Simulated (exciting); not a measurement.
**Electron–core-hole interaction in the F K spectrum of BiPbO2F**

Aim: the F K absorption edge of BiPbO2F with the electron–hole interaction treated explicitly, and what each term of the kernel does.

Program: exciting sodium. Level of theory: X-ray absorption, core-level Bethe-Salpeter equation, exchange and statically screened direct term, Tamm-Dancoff, all-electron LAPW+lo LDA. Results are calculated unless marked as measured.

## Step 1: The structure

The structure is monoclinic, space group Cm (No. 8). Conventional cell: a = 6.925 Å, b = 4.009 Å, c = 6.512 Å, α = 90.00°, β = 90.98°, γ = 90.00°. Nearest to Bi lie 4 O at 2.22 to 2.39 Å and 3 F at 2.63 to 2.64 Å. Nearest to Pb lie 4 O at 2.37 to 2.43 Å. Nearest to F lie 3 Bi at 2.63 to 2.64 Å. O has 1 Bi at 2.22 Å and 3 Pb at 2.41 to 2.43 Å nearest. Nearest to O lie 1 Pb at 2.37 Å and 3 Bi at 2.38 to 2.39 Å. Farther neighbours and most contacts between anions are not listed.

Structure file:

```cif
data_structure
_symmetry_space_group_name_H-M 'Cm'
_symmetry_Int_Tables_number 8
_cell_length_a 6.9245
_cell_length_b 4.0086
_cell_length_c 6.5116
_cell_angle_alpha 90.000
_cell_angle_beta 90.978
_cell_angle_gamma 90.000
_cell_volume 180.72
loop_
_atom_site_label
_atom_site_type_symbol
_atom_site_symmetry_multiplicity
_atom_site_Wyckoff_symbol
_atom_site_fract_x
_atom_site_fract_y
_atom_site_fract_z
_atom_site_occupancy
Bi1 Bi 2 a 0.70179 0.00000 0.29196 1
Pb1 Pb 2 a 0.37806 0.00000 0.74499 1
F1 F 2 a 0.03334 0.00000 0.09852 1
O1 O 2 a 0.70794 0.00000 0.63236 1
O2 O 2 a 0.37059 0.00000 0.38147 1
```

Differences between curves are given as r.m.s. difference over r.m.s. height.

## Step 2: The self-consistent potential

The species files are the program's own, with muffin-tin radii set in the input.

Input file input.xml:

```
<input>
  <title>BiPbO2F</title>
  <structure speciespath="." autormt="false" epslat="1.0e-5">
    <crystal>
      <basevect>6.5427515169 -3.7875327175 0.0000000000</basevect>
      <basevect>6.5427515169 3.7875327175 0.0000000000</basevect>
      <basevect>-0.2100052642 0.0000000000 12.3033888547</basevect>
    </crystal>
    <species speciesfile="Bi.xml" rmt="2.240">
      <atom coord="0.7017880000 0.7017880000 0.2919570000"/>
    </species>
    <species speciesfile="Pb.xml" rmt="2.300">
      <atom coord="0.3780590000 0.3780590000 0.7449910000"/>
    </species>
    <species speciesfile="F.xml" rmt="2.300">
      <atom coord="0.0333440000 0.0333440000 0.0985210000"/>
    </species>
    <species speciesfile="O.xml" rmt="1.822">
      <atom coord="0.7079390000 0.7079390000 0.6323600000"/>
      <atom coord="0.3705930000 0.3705930000 0.3814710000"/>
    </species>
  </structure>
  <groundstate do="fromscratch" xctype="LDA_PW" ngridk="5 5 2" rgkmax="7" gmaxvr="14" nempty="8" swidth="0.001" maxscl="100" epsengy="1e-5"/>
</input>
```

Run with:

```bash
$ OMP_NUM_THREADS=1 mpirun -n 4 exciting
```

Numbers of over 12 decimals in the logs are rounded to 6 here.

The program printed:

```text
EXCITING SODIUM started
********************************************************************************
* Ground-state run starting from atomic densities                              *
********************************************************************************
+ Starting initialization                                                      +
[... lattice and species ...]
 Spin treatment                             :    spin-unpolarised
 Number of Bravais lattice symmetries       :       4
[...]
valence-band maximum at    1      0.0000  0.0000  0.0000
     conduction-band minimum at   28      0.6000  0.6000  0.5000
+ Self-consistent loop stopped                                                 +
 STATE.OUT is written
********************************************************************************
* Groundstate module stopped                                                   *
********************************************************************************
 Total time spent (seconds)                 :       113.90
| EXCITING SODIUM stopped                                                      =
[key lines of the parts left out:]
Total energy                               :    -42736.48200185
Fermi energy                               :         0.17014810
```

Elapsed: 1.9 min, on 4 MPI ranks of Intel Xeon at 2.70GHz, shared host.

The mesh shows a gap of 2.21 eV. Core levels (Dirac, from the valence top):

```tsv
atom	level	energy (eV)
```

## Step 3: A richer basis for the empty states

Each species file gets more local orbitals, built from u and its energy derivative at 0.15 Ha and u at 0.9 Ha.

input.xml is that of step 2.

Input file SPECIES.xml, added lines:

```
<lo l="L">  <!-- L = 0, 1, 2, and 3 from Cs on -->
  <wf matchingOrder="0" trialEnergy="0.1500" searchE="false"/>
  <wf matchingOrder="1" trialEnergy="0.1500" searchE="false"/>
  <wf matchingOrder="0" trialEnergy="0.9000" searchE="false"/>
</lo>
```

Run with:

```bash
$ OMP_NUM_THREADS=1 mpirun -n 4 exciting
```

The program printed:

```text
EXCITING SODIUM started
********************************************************************************
* Ground-state run starting from atomic densities                              *
********************************************************************************
+ Starting initialization                                                      +
[... lattice and species ...]
 Spin treatment                             :    spin-unpolarised
 Number of Bravais lattice symmetries       :       4
[...]
valence-band maximum at    1      0.0000  0.0000  0.0000
     conduction-band minimum at   28      0.6000  0.6000  0.5000
+ Self-consistent loop stopped                                                 +
 STATE.OUT is written
********************************************************************************
* Groundstate module stopped                                                   *
********************************************************************************
 Total time spent (seconds)                 :       134.56
| EXCITING SODIUM stopped                                                      =
[key lines of the parts left out:]
Total energy                               :    -42736.48345342
Fermi energy                               :         0.17044489
```

Wall time 2.3 min (4 MPI ranks).

Against the first ground state the total energy moves by -8 meV an atom and the gap by -0.01 eV.

## Step 4: Screening, kernels and BSE for F atom 3

The absorber has 3 Bi at 2.63 Å, 2 Pb at 3.22 Å and 1 Pb at 3.34 Å (distorted octahedral, site symmetry m).

Edit input.xml of step 3 so:

```diff
@@ -22,3 +22,20 @@
   </structure>
-  <groundstate do="fromscratch" xctype="LDA_PW" ngridk="5 5 2" rgkmax="7" gmaxvr="14" nempty="8" swidth="0.001" maxscl="100" epsengy="1e-5"/>
+  <groundstate do="skip" xctype="LDA_PW" ngridk="5 5 2" rgkmax="7" gmaxvr="14" nempty="8" swidth="0.001" maxscl="100" epsengy="1e-5"/>
+  <xs xstype="BSE" ngridk="4 4 2" ngridq="4 4 2" vkloff="0.097 0.273 0.493" rgkmax="7" nempty="36" gqmax="3" lmaxapwwf="5" lmaxemat="2" broad="0.01654" tevout="true">
+    <energywindow intv="23.481 25.098" points="439"/>
+    <screening screentype="full" nempty="60"/>
+    <BSE xas="true" xasspecies="3" xasatom="1" xasedge="K" bsetype="singlet" nstlxas="1 32"/>
+    <qpointset>
+      <qpoint>0 0 0</qpoint>
+    </qpointset>
+    <plan>
+      <doonly task="xsgeneigvec"/>
+      <doonly task="writepmatxs"/>
+      <doonly task="scrgeneigvec"/>
+      <doonly task="scrwritepmat"/>
+      <doonly task="screen"/>
+      <doonly task="scrcoulint"/>
+      <doonly task="exccoulint"/>
+    </plan>
+  </xs>
 </input>
```

Input file input.xml for the last start (plan only):

```
  <plan>
    <doonly task="bse"/>
  </plan>
```

Run with:

```bash
$ OMP_NUM_THREADS=1 mpirun -n 4 exciting
$ OMP_NUM_THREADS=4 exciting
```

The program printed:

```text
| EXCITING SODIUM started for task xsgeneigvec ( 301)                          =
One-shot GS runs for BSE calculations
One-shot GS runs for k+qmt/2 grids
Info(xsgeneigvec): Generating eigenvectors for Q-point      1
Info(xsgeneigvec): Generation of eigenvectors finished
| EXCITING SODIUM started for task writepmatxs ( 320)                          =
Info(writepmatxs): Momentum matrix elements finished
| EXCITING SODIUM started for task scrgeneigvec ( 401)                         =
One-shot GS runs for BSE calculations
One-shot GS runs for k+qmt/2 grids
[...]
Info(setup_bse_block): Setting up RR part of hamiltonian
Info(setup_bse_block): Singlet spin state
Info(bse): Diagonalizing RR Hamiltonian (TDA)
Info(bse): Invoking Lapack routine ZHEEVR
      2048 eigen solutions found in the interval:
         i1=       1 i2=    2048
Info(bse): Writing excition energies and oscillator strengths to text file.
Info(makespectrum_dist): Making spectrum using formula for coupling with time reversed AR basis.
Info(makespectrum_dist): Using formalism for vanishing momentum transfer.
Info(writederived): Writing quantities derived from the macroscopic dielectric function.
Info(bselauncher): Spectrum finished for iqmt=  1
Info(bselauncher): All done for BSE type singlet
```

The job ended after 14 min (4 MPI ranks).

Wall time by task: xsgeneigvec 17 s, writepmatxs 11 s, scrgeneigvec 8.6 s, scrwritepmat 8.4 s, screen 4 min, scrcoulint 2.7 min, exccoulint 6.6 min, bse 16 s.

The F K spectrum of F atom 3 (energy from the Kohn–Sham onset, core level to the lowest empty state found on the meshes used, 650.95 eV; the ground-state mesh sets it, and the shifted mesh has its lowest transition 0.37 eV above it; Im ε scaled to the maximum of the singlet run; cut below the end of the band set):

```tsv
E (eV)	isotropic	ε ∥ x	ε ∥ y	ε ∥ z
-4.0	0.02	0.02	0.02	0.02
-3.5	0.03	0.03	0.03	0.03
-3.0	0.04	0.03	0.03	0.04
-2.5	0.05	0.04	0.05	0.05
-2.0	0.07	0.06	0.06	0.08
-1.5	0.10	0.09	0.09	0.13
-1.0	0.19	0.15	0.16	0.25
-0.5	0.43	0.31	0.33	0.63
0.0	0.90	0.76	0.81	1.14
0.5	0.96	1.04	1.06	0.78
1.0	0.89	0.96	0.98	0.74
1.5	0.78	0.85	0.88	0.61
2.0	0.65	0.73	0.71	0.50
2.5	0.46	0.48	0.45	0.43
3.0	0.35	0.33	0.33	0.38
3.5	0.24	0.23	0.22	0.28
4.0	0.17	0.18	0.18	0.16
4.5	0.11	0.11	0.11	0.10
5.0	0.09	0.09	0.09	0.10
5.5	0.12	0.11	0.11	0.14
6.0	0.16	0.15	0.15	0.19
6.5	0.13	0.14	0.13	0.13
7.0	0.14	0.15	0.14	0.13
7.5	0.19	0.20	0.19	0.17
8.0	0.23	0.25	0.22	0.23
8.5	0.31	0.32	0.29	0.33
9.0	0.40	0.36	0.32	0.53
9.5	0.46	0.36	0.36	0.65
10.0	0.42	0.36	0.35	0.55
10.5	0.42	0.38	0.37	0.52
11.0	0.43	0.40	0.42	0.47
11.5	0.44	0.42	0.46	0.43
12.0	0.44	0.46	0.51	0.35
12.5	0.44	0.49	0.52	0.30
13.0	0.34	0.38	0.40	0.24
13.5	0.27	0.32	0.32	0.18
14.0	0.27	0.32	0.31	0.18
14.5	0.31	0.35	0.34	0.22
15.0	0.28	0.30	0.27	0.27
15.5	0.24	0.24	0.24	0.25
16.0	0.20	0.18	0.19	0.21
16.5	0.20	0.17	0.19	0.24
17.0	0.22	0.20	0.21	0.24
17.5	0.21	0.23	0.23	0.17
18.0	0.21	0.24	0.25	0.14
18.5	0.19	0.22	0.23	0.13
19.0	0.17	0.20	0.19	0.12
19.5	0.15	0.18	0.16	0.10
```

Maxima (height): 0.2 eV (1.00), 5.9 eV (0.16), 9.4 eV (0.47), 12.3 eV (0.45), 14.5 eV (0.31) and 17.1 eV (0.22).

The Hamiltonian has 2048 rows. The lowest groups of eigenvalues and the brightest ones, on the scale above (the program counts from the shifted mesh's onset, 0.37 eV higher). Core spinors bring spin-forbidden partners, so dark means forbidden by spin or by symmetry, and the shifted mesh splits states that symmetry would keep together:

```tsv
energy (eV)	states within 10 meV	relative strength
-0.308	2	0.053
-0.152	2	0.42
-0.111	2	1.00
-0.089	2	0.36
-0.014	2	0.14
0.017	2	0.14
0.128	2	0.45
0.193	2	0.78
0.318	4	0.85
1.108	2	0.46
1.930	2	0.59
1.975	2	0.47
```

## Step 5: Independent particles

Edit input.xml of step 4 so:

```diff
@@ -26,3 +26,3 @@
     <screening screentype="full" nempty="60"/>
-    <BSE xas="true" xasspecies="3" xasatom="1" xasedge="K" bsetype="singlet" nstlxas="1 32"/>
+    <BSE xas="true" xasspecies="3" xasatom="1" xasedge="K" bsetype="IP" nstlxas="1 32"/>
     <qpointset>
@@ -31,9 +31,3 @@
     <plan>
-      <doonly task="xsgeneigvec"/>
-      <doonly task="writepmatxs"/>
-      <doonly task="scrgeneigvec"/>
-      <doonly task="scrwritepmat"/>
-      <doonly task="screen"/>
-      <doonly task="scrcoulint"/>
-      <doonly task="exccoulint"/>
+      <doonly task="bse"/>
     </plan>
```

Run with:

```bash
$ OMP_NUM_THREADS=4 exciting
```

The program printed:

```text
| EXCITING SODIUM started for task bse ( 445)                                  =
Info(bselauncher): Init time:    3.050377
Info(bselauncher): Setting up and diagonalizing BSE Hamiltonian.
Info(bselauncher): Using momentum transfer vectors from list :   1 to  1
Info(bselauncher): Distributing qmt-points over   1 processes.
Info(bselauncher): BSE type: IP
Info(bselauncher): Momentum transfer list index: iqmt=  1
Info(bselauncher): Momentum transfer: vqmtl=   0.000   0.000   0.000
Info(bse): Inspecting occupations...
Info(setranges_modxs): Number of non-reduced k-points:       32
[...]
highest unoccupied state:  56
  Opening gap with a scissor of:      0.000/H      0.000/eV
Info(select_transitions): Number of participating transitions:    2048
Info(bse): Selecting transitions...
Info(bse):bsegap (eV):   651.316073
Info(bse): IP requested, nothing much to do
Info(bse): Writing excition energies and oscillator strengths to text file.
Info(makespectrum_dist): Making spectrum using formula for coupling with time reversed AR basis.
Info(makespectrum_dist): Using formalism for vanishing momentum transfer.
Info(writederived): Writing quantities derived from the macroscopic dielectric function.
Info(bselauncher): Spectrum finished for iqmt=  1
Info(bselauncher): All done for BSE type IP
```

Elapsed: 4.5 s, on 4 threads.

Maxima (height): 2.8 eV (0.75), 6.5 eV (0.15), 13.3 eV (0.59), 15.1 eV (0.40) and 17.8 eV (0.32). The spectrum differs from the singlet run by 65 % r.m.s. Moving the earlier curve by +1.9 eV leaves 28 %. The highest maximum lies at 2.8 eV (0.75), against 0.2 eV (1.00).

## Step 6: Exchange alone

Edit input.xml of step 5 so:

```diff
@@ -26,3 +26,3 @@
     <screening screentype="full" nempty="60"/>
-    <BSE xas="true" xasspecies="3" xasatom="1" xasedge="K" bsetype="IP" nstlxas="1 32"/>
+    <BSE xas="true" xasspecies="3" xasatom="1" xasedge="K" bsetype="RPA" nstlxas="1 32"/>
     <qpointset>
```

Run with:

```bash
$ OMP_NUM_THREADS=4 exciting
```

The program printed:

```text
| EXCITING SODIUM started for task bse ( 445)                                  =
Info(bselauncher): Init time:    2.811367
Info(bselauncher): Setting up and diagonalizing BSE Hamiltonian.
Info(bselauncher): Using momentum transfer vectors from list :   1 to  1
Info(bselauncher): Distributing qmt-points over   1 processes.
Info(bselauncher): BSE type: RPA
Info(bselauncher): Momentum transfer list index: iqmt=  1
Info(bselauncher): Momentum transfer: vqmtl=   0.000   0.000   0.000
Info(bse): Inspecting occupations...
Info(setranges_modxs): Number of non-reduced k-points:       32
[...]
Info(setup_bse_block): Setting up RR part of hamiltonian
Info(setup_bse_block): Using RPA approximation
Info(bse): Diagonalizing RR Hamiltonian (TDA)
Info(bse): Invoking Lapack routine ZHEEVR
      2048 eigen solutions found in the interval:
         i1=       1 i2=    2048
Info(bse): Writing excition energies and oscillator strengths to text file.
Info(makespectrum_dist): Making spectrum using formula for coupling with time reversed AR basis.
Info(makespectrum_dist): Using formalism for vanishing momentum transfer.
Info(writederived): Writing quantities derived from the macroscopic dielectric function.
Info(bselauncher): Spectrum finished for iqmt=  1
Info(bselauncher): All done for BSE type RPA
```

The job ended after 18 s (4 threads).

Maxima (height): 2.8 eV (0.74), 6.5 eV (0.15), 13.3 eV (0.59), 15.1 eV (0.40) and 17.8 eV (0.32). Against the independent-particle run the r.m.s. difference is 2 %.

## Step 7: The levels of theory side by side

```tsv
level	curve passes 0.15 (eV)	highest maximum (eV)	its height
IP	0.3	2.8	0.75
RPA	0.3	2.8	0.74
singlet	-1.1	0.2	1.00
```

```tsv
E (eV)	IP	RPA	singlet
-4.0	0.01	0.01	0.02
-3.0	0.02	0.02	0.04
-2.0	0.02	0.02	0.07
-1.0	0.04	0.04	0.19
0.0	0.10	0.10	0.90
1.0	0.35	0.34	0.89
2.0	0.54	0.53	0.65
3.0	0.73	0.72	0.35
4.0	0.51	0.52	0.17
5.0	0.19	0.19	0.09
6.0	0.11	0.11	0.16
7.0	0.12	0.12	0.14
8.0	0.12	0.12	0.23
9.0	0.18	0.17	0.40
10.0	0.31	0.30	0.42
11.0	0.37	0.36	0.43
12.0	0.42	0.41	0.44
13.0	0.55	0.55	0.34
14.0	0.45	0.45	0.27
15.0	0.39	0.40	0.28
16.0	0.37	0.38	0.20
17.0	0.29	0.29	0.22
18.0	0.31	0.32	0.21
19.0	0.31	0.31	0.17
```

## Step 8: Outcome

```json
{
 "absorber and edge": "F K, atom 3",
 "surroundings": "3 Bi at 2.63 Å, 2 Pb at 3.22 Å and 1 Pb at 3.34 Å (distorted octahedral, site symmetry m)",
 "first bright state": "-0.31 eV from the Kohn–Sham onset, on this mesh",
 "highest maximum": "0.2 eV",
 "cost of the BSE run": "14 min on 4 MPI ranks of Intel Xeon at 2.70GHz, shared host; the last task ran on as many threads"
}
```

Is a core exciton bound? Undecided on this mesh: the first bright state (over 5 % of the brightest) lies at -0.31 eV from the Kohn–Sham onset and at -0.68 eV from the lowest bare transition of its own mesh. Exchange alone changes the independent-particle spectrum by 1.5 % r.m.s. A mesh of 32 points doesn't converge binding energies, and fine structure above the first lines is partly noise of the mesh. The kernel cutoff is low for a compact core orbital, so the effect of exchange is a lower bound. The zero comes from the unshifted 5×5×2 ground-state mesh; it is exact only where the band minimum lies on that mesh. The Kohn–Sham onset, 651 eV, is no photon energy: the scale needs a rigid shift. Bands and screening come from semilocal DFT, whose small gap overscreens. Vibrations and energy-dependent lifetimes are left out. The structure is a Materials Project entry, computed there, and may be a hypothetical form.

[Banner, clock and machine lines of the logs are left out without a mark of their own.]

[Logs are printed without paths, hosts, clocks, repeated set-up lines and the standing remarks that a program may print on its own settings, such as how far it seeks lower states.]

[Hosts, paths, dates, database ids (printed as entryN), source tags and the programs' standing remarks are cut or masked in the printed files.]
